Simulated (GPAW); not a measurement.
Consider K2LiAlF6 (Fm-3m).

```xyz
10
Lattice="0.0000 3.9210 3.9210 3.9210 0.0000 3.9210 3.9210 3.9210 0.0000" Properties=species:S:1:pos:R:3 pbc="T T T"
K     5.8815    5.8815    5.8815
K     1.9605    1.9605    1.9605
Al    0.0000    0.0000    0.0000
F     3.9210    3.9210    6.0297
F     3.9210    3.9210    1.8123
F     3.9210    6.0297    3.9210
F     6.0297    3.9210    3.9210
F     3.9210    1.8123    3.9210
F     1.8123    3.9210    3.9210
Li    3.9210    3.9210    3.9210
```

Absorber: atom 3, with 6 F at 1.81 Å (octahedral, site symmetry m-3m). Method: GPAW, LDA, full core hole (charged cell), 10-atom cell with 5.5 Å between holes, 5×5×5 k points, dipole transitions, Gaussian full width 0.9 eV up to 4 eV, rising linearly to 3.5 eV at 25 eV.

**Question.** Where do the maxima of the Al K edge fall?

Main maxima up to 24 eV above the zero (height): 4.3 eV (2.36), 7.3 eV (4.18), 16.6 eV (0.77) and 22.5 eV (0.67). A K edge sees empty p states on the absorber. The total-energy difference plus the lowest empty eigenvalue puts the zero at 1567.57 eV. One term is added: -13.88 eV, since the hole is spin-paired here and a spin-polarised one costs that much less in the free atom (computed apart). The photon energy is then 1553.68 eV. The tabulated edge of the element is 1559 eV. The functional and the charged cell's background leave an error in such absolute values: in the free atom LDA prices this hole 7.2 eV below PBE (computed apart), and PBE is itself good to a few eV.

The Al K spectrum (energy from the lowest empty level; intensity scaled to a mean of 1 over the first 20 eV):

| E (eV) | intensity |
| --- | --- |
| -2.00 | 0.00 |
| -1.25 | 0.00 |
| -0.50 | 0.00 |
| 0.25 | 0.00 |
| 1.00 | 0.01 |
| 1.75 | 0.01 |
| 2.50 | 0.09 |
| 3.25 | 1.29 |
| 4.00 | 2.22 |
| 4.75 | 1.97 |
| 5.50 | 1.45 |
| 6.25 | 2.53 |
| 7.00 | 4.02 |
| 7.75 | 3.59 |
| 8.50 | 1.97 |
| 9.25 | 1.29 |
| 10.00 | 0.62 |
| 10.75 | 0.34 |
| 11.50 | 0.32 |
| 12.25 | 0.25 |
| 13.00 | 0.18 |
| 13.75 | 0.18 |
| 14.50 | 0.30 |
| 15.25 | 0.51 |
| 16.00 | 0.72 |
| 16.75 | 0.77 |
| 17.50 | 0.66 |
| 18.25 | 0.51 |
| 19.00 | 0.41 |
| 19.75 | 0.40 |
| 20.50 | 0.46 |
| 21.25 | 0.56 |
| 22.00 | 0.65 |
| 22.75 | 0.66 |
| 23.50 | 0.59 |
| 24.25 | 0.49 |
| 25.00 | 0.39 |
| 25.75 | 0.33 |
| 26.50 | 0.32 |
| 27.25 | 0.33 |
| 28.00 | 0.35 |
| 28.75 | 0.39 |
| 29.50 | 0.42 |

The holes are only 5.5 Å apart, so the shape is probably not converged with cell size; no larger cell was run here. The mesh is coarse (0.28 Å⁻¹ between points), so small maxima may be mesh ripples. The structure is a published determination, not relaxed.

[Banner, clock and machine lines of the logs are left out without a mark of their own.]

[Logs are printed without paths, hosts, clocks, repeated set-up lines and the standing remarks that a program may print on its own settings, such as how far it seeks lower states.]

[Hosts, paths, dates, database ids (printed as entryN), source tags and the programs' standing remarks are cut or masked in the printed files.]

[Lists of maxima count a maximum above −3 eV only where it reaches 4 % of the highest in the window and stands out from its surroundings by 2 % of it (1.5 % where it reaches 55 %); shoulders and weaker maxima are passed over, and of the rest the first, up to two pre-edge ones and the few strongest are named.]
